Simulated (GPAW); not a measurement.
**AlN (P6_3mc): refractive index against wavelength**

The refractive index of AlN (P6_3mc) along x below the direct gap (4.18 eV on the mesh) is read from one computed spectrum, n = √(Re ε). x, y and z are the Cartesian axes of the input cell.

It takes space group P6_3mc (No. 186, hexagonal). The conventional cell has a = 3.113 Å, b = 3.113 Å, c = 4.981 Å, α = 90.00°, β = 90.00°, γ = 120.00°. Around Al on site b lie 4 N at 1.89 Å. N on site b has 4 Al at 1.89 Å as nearest neighbours.

Method: GPAW 26.7.0, LDA, RPA, k-mesh 12×12×6, local fields up to 50 eV, Lorentzian half width 0.15 eV.

Launch of the response step: `OMP_NUM_THREADS=1 python df.py`. The run took 84 s, its band step included, on 1 thread of Arm Neoverse V2, with other jobs on the host.

| wavelength (nm) | photon energy E (eV) | n |
| --- | --- | --- |
| 1310 | 0.946 | 2.0971 |
| 1064 | 1.165 | 2.1026 |
| 850 | 1.459 | 2.1119 |
| 700 | 1.771 | 2.1245 |
| 633 | 1.959 | 2.1335 |
| 532 | 2.331 | 2.1550 |
| 450 | 2.755 | ? |

In the single-oscillator model n² − 1 = E₀E_d/(E₀² − E²), so 1/(n² − 1) = E₀/E_d − E²/(E₀E_d) is linear in E².

Working, on the rows shown:

| x = E² (eV²) | y = 1/(n² − 1) |
| --- | --- |
| 0.895757 | 0.294306 |
| 1.35784 | 0.292318 |
| 2.12762 | 0.289007 |
| 3.13716 | 0.284616 |
| 3.83641 | 0.281546 |
| 5.43137 | 0.274422 |

Means: x̄ = 2.7977, ȳ = 0.28604. Σ(x − x̄)(y − ȳ) = -0.0625, Σ(x − x̄)² = 14.27. Slope = -0.0625 / 14.27 = -0.00438; intercept = ȳ − slope · x̄ = 0.29829. Turned back into n, the line misses the rows shown by at most 0.00024.

Task: What does the fit predict for the withheld row, and how well does it do?

Result: At x = 7.5912 the line gives y = 0.26504, that is 2.1847. The run gave 2.1866, so the extrapolation is off by 0.0019, 2 % of the range in the table.

Refitted with all rows, the slope is -0.00445 and the intercept 0.29845. These give E₀ = √(intercept/−slope) = 8.19 eV and E_d = E₀/intercept = 27.4 eV; E₀ is 2.0 times the direct gap. The electronic limit at long wavelengths, without lattice vibrations, is n = √(1 + 1/intercept) = 2.086. The cell comes from an older database entry, whose edges can be off by a per cent or so. Excitons are left out; LDA gaps are as a rule too small. The values come from a sum over the points of one k-mesh and carry its error, which grows as the direct gap shrinks.
